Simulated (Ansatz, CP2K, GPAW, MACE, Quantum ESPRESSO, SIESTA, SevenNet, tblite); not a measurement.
**Forces in Σ7 (111) twist boundary in CsBr (84 atoms), program by program**

Aim: forces, pressure and gap of Σ7 (111) twist boundary in CsBr (84 atoms) at one geometry, from other programs and methods, against plane-wave PBE.

Results are calculated, not measured.

**1. The structure**

The cell holds 84 atoms (42 Cs and 42 Br), with edges of 16.05, 16.05 and 16.13 Å. Recipe: CsCl-type CsBr (a = 4.29 Å); two grains turned against each other by 81.79 deg about [111]; 1 x 1 coincidence cells, 1 lattice periods a grain, two boundaries a cell, upper grain shifted by [0.246, 0] of the boundary cell and opened by 1.98 Å, no atom removed; minimised with a classical potential (one cell length free) Then every atom was moved at random, 0.03 Å r.m.s. a Cartesian component. The density is 4.12 g/cm³.

**2. The reference input**

Quantum ESPRESSO 7.5: Kohn-Sham DFT, PBE, SSSP efficiency 1.3.0 pseudopotentials, plane waves. Its input, pw.in:

```
&control
  calculation = 'scf'
  pseudo_dir = './pseudo'
  outdir = './tmp'
  disk_io = 'none'
  tprnfor = .true.
  tstress = .true.
/
&system
  ibrav = 0
  nat = 84
  ntyp = 2
  ecutwfc = 45
  ecutrho = 360
  nosym = .true.
  occupations = 'smearing'
  smearing = 'fd'
  degauss = 0.003675
/
&electrons
  conv_thr = 4.2e-07
  electron_maxstep = 100
  mixing_beta = 0.2
  mixing_mode = 'local-TF'
  diagonalization = 'david'
/
ATOMIC_SPECIES
Cs 132.905 Cs.upf
Br 79.904 Br.upf
CELL_PARAMETERS angstrom
16.05171 0.00000 0.00000
8.02586 13.90119 0.00000
0.00000 0.00000 16.12598
ATOMIC_POSITIONS crystal
Cs 0.49514 0.69000 0.07704
Br 0.49255 0.69505 0.29497
Cs 0.30843 0.93926 0.22395
Br 0.39150 0.85696 0.47445
[... 78 atom lines left out ...]
Cs 0.80644 0.89199 0.83855
Br 0.81879 0.88443 0.61895
K_POINTS gamma
```

```console
$ OMP_NUM_THREADS=1 mpirun -np 4 pw.x -in pw.in > output.txt
```

Run time: 13 min. Hardware: 4 MPI ranks of Arm Neoverse V2, shared host; peak memory 9.1 GiB; 50 min of CPU time.

It converged with an r.m.s. force component of 0.11 eV/Å and a pressure of 0.86 GPa.

Its highest filled and lowest empty levels lie 3.58 eV apart on its k-points.

**3. The other programs**

- CP2K 2026.2: Gaussian basis with GTH pseudopotentials and a plane-wave density; labels give functional, basis (MOLOPT sets; SR short-range, UZH the newer set with its own potentials), grid cutoff/relative cutoff and solver (OT: orbital transformation; TRS4, TC2, SIGN: linear-scaling purification with its sparsity filter), or its built-in tight binding.
- GPAW 26.7.0: PAW with atomic orbitals (LCAO), plane waves or a real-space grid of spacing h.
- MACE: machine-learned potential, published weights.
- Quantum ESPRESSO 7.5: plane waves; labels (QE) give functional, pseudopotential set and cutoffs of waves/density.
- SIESTA 5.4.2: numerical atomic orbitals, whose automatically made sets are far from complete, with PseudoDojo norm-conserving potentials that we converted to its format (checked against plane waves on the same files for H, C, O, Si, Ge and Ca alone); labels give functional, basis size, energy shift and mesh cutoff.
- SevenNet: machine-learned potential, published weights.
- tblite 0.8.0: extended tight binding, driven from Python.

All use the same cell and atoms, and the electronic-structure runs the same k-mesh.

**4. All runs compared**

Differences are against the reference: forces as r.m.s. over components, share as that over the reference's r.m.s. force, slope as the fitted ratio of a run's forces to the reference's.

| run | Δ force, r.m.s. (meV/Å) | share (%) | slope | Δ pressure (GPa) | Δ gap (eV) | cores | CPU time | memory (GiB) |
| --- | --- | --- | --- | --- | --- | --- | --- | --- |
| reference | - | - | - | - | - | 4 | 50 min | 9.1 |
| CP2K PBE, DZVP-MOLOPT-SR, 244/50 Ry, diagonalisation (coarse) | 19.2 | 17.6 | 1.121 | 0.197 | 0.0324 | 2 | 9 min | 3.3 |
| CP2K PBE, DZVP-MOLOPT-SR, 350/50 Ry, diagonalisation | 19.3 | 17.6 | 1.121 | 0.197 | 0.0324 | 4 | 12 min | 8.5 |
| CP2K PBE, TZVP-UZH, 350/50 Ry, diagonalisation | 21.9 | 20.0 | 1.068 | 0.418 | -0.0615 | 4 | 9.7 min | 8.6 |
| CP2K revPBE, PBE potentials, DZVP-MOLOPT-SR, 350/50 Ry, diagonalisation | 29.4 | 26.8 | 1.142 | 1.19 | 0.262 | 4 | 12 min | 8.5 |
| GPAW PBE, plane waves 350 eV | 4.01 | 3.66 | 1.005 | 0.0876 | 0.0015 | 4 | 7.3 min | 2.7 |
| MACE MP-0b3 medium potential | 20.8 | 19.0 | 0.946 | -4.0e-4 | - | 1 | 6.5 s | 0.73 |
| QE PBE, sssp-1.3.0-efficiency, 20/160 Ry (coarse) | 0.642 | 0.586 | 1.001 | -0.902 | 0.0063 | 4 | 14 min | 2.9 |
| SIESTA PBE, DZ, shift 0.01 Ry, mesh 300 Ry (coarse) | 74.0 | 67.6 | 1.498 | -0.893 | -0.778 | 1 | 92 s | 1.1 |
| SIESTA PBE, DZP, shift 0.005 Ry, mesh 300 Ry | 39.0 | 35.6 | 1.225 | 0.455 | -0.422 | 2 | 5 min | 2.4 |
| SIESTA PBE, DZP, shift 0.01 Ry, mesh 300 Ry | 56.7 | 51.9 | 1.140 | 0.479 | -0.535 | 2 | 3.7 min | 2.1 |
| SIESTA PBE, SZP, shift 0.01 Ry, mesh 300 Ry (coarse) | 69.7 | 63.7 | 1.142 | 1.00 | -0.572 | 1 | 3.2 min | 1.6 |
| SevenNet 0 potential | 38.8 | 35.5 | 0.812 | 0.255 | - | 1 | 6.2 s | 0.65 |
| SevenNet l3i5 potential | 25.0 | 22.9 | 0.949 | 0.203 | - | 1 | 6.9 s | 0.84 |
| tblite IPEA1-xTB | 155 | 141 | 0.397 | 0.138 | - | 1 | 4.6 s | 0.2 |

Rows marked coarse use a setting chosen to be so.

Times of the machine-learned potentials are mostly Python's start and the loading of weights.

CPU time is summed over cores on shared hosts, so it is rough.

**5. Findings**

Forces lie from 0.59 % (QE PBE, sssp-1.3.0-efficiency, 20/160 Ry, coarse) to 141 % (tblite IPEA1-xTB) of the reference's r.m.s. force of 0.11 eV/Å away from it. Other PBE runs on plane waves or a grid: GPAW PBE, plane waves 350 eV 3.7 % of the r.m.s. force; the reference has errors of its own, so differences under a few per cent don't tell which side is nearer the exact PBE result. The PBE runs in local orbitals, coarse settings apart, differ by 18 % (CP2K PBE, DZVP-MOLOPT-SR, 350/50 Ry, diagonalisation) to 52 % (SIESTA PBE, DZP, shift 0.01 Ry, mesh 300 Ry); basis, grid and potentials can all enter. Tight binding differs by 141 % (tblite IPEA1-xTB); it is another model, with fitted parameters of its own, and the xTB methods hold dispersion.

Machine-learned potentials differ by 19 % (MACE MP-0b3 medium potential) to 35 % (SevenNet 0 potential); they were trained on other programs' data. Among those trained on PBE data the slope goes as low as 0.81. Rows with another functional or a dispersion term differ by 27 % (CP2K revPBE, PBE potentials, DZVP-MOLOPT-SR, 350/50 Ry, diagonalisation), which mixes the change of model with differences of basis and potentials, some of them made for another functional. IPEA1-xTB was fitted to ionisation energies and electron affinities, not to forces or charges. Runs with settings chosen to be coarse differ by 0.59 % (QE PBE, sssp-1.3.0-efficiency, 20/160 Ry) to 68 % (SIESTA PBE, DZ, shift 0.01 Ry, mesh 300 Ry), their programs' other errors included. SIESTA PBE, DZP, shift 0.005 Ry, mesh 300 Ry stiffens the forces by a factor of 1.23 while following their directions (correlation 0.975). From CP2K PBE, DZVP-MOLOPT-SR, 244/50 Ry, diagonalisation to the finer CP2K PBE, DZVP-MOLOPT-SR, 350/50 Ry, diagonalisation the share goes from 17.6 to 17.6 %, so the grid isn't what parts these runs from the reference. CP2K PBE, TZVP-UZH, 350/50 Ry, diagonalisation lies farther from the reference (20 %) than the smaller basis of CP2K PBE, DZVP-MOLOPT-SR, 350/50 Ry, diagonalisation (18 %). Pressures at PBE, coarse settings apart, lie +0.09 to +0.48 GPa from the reference's. Gaps at PBE, coarse settings apart, lie -0.53 to +0.03 eV from the reference's, on k-points that hold the band edges only if these fold onto them.

**Limits.** Periodic xTB results under one method name differ between programs and library versions. The reference's pressure holds the uncorrected Pulay stress of its 45 Ry basis, so small pressure differences, may be the reference's own error. Machine-learned potentials mimic data converged in k, so the reference's own k-point error enters their differences. The host structure and its lattice constant were typed by rule, without a check against the phase diagram. The electronic-structure runs sample only Γ, in a cell whose shortest periodic width is 14 Å. Spin–orbit coupling is left out, which matters for the levels of the heavy elements. Where levels are smeared, the DFT runs use Fermi–Dirac occupations at 580 K (0.05 eV), and energies are free energies. The atoms were displaced at random, and shares hang on the size of the forces that this gives. The reference's cutoffs and mesh weren't converged further here.

[Long decimals in the printed logs are rounded to 6 places.]

[Logs are printed without paths, hosts, clocks, repeated set-up lines and the standing remarks that a program may print on its own settings, such as how far it seeks lower states.]

[Hosts, paths, dates, database ids (printed as entryN), source tags and the programs' standing remarks are cut or masked in the printed files.]

[Only finished runs are shown, without SIESTA runs on faulty potentials for Cu, Fe, Ni or Zn; cells were taken only where this reference lay near another plane-wave run.]
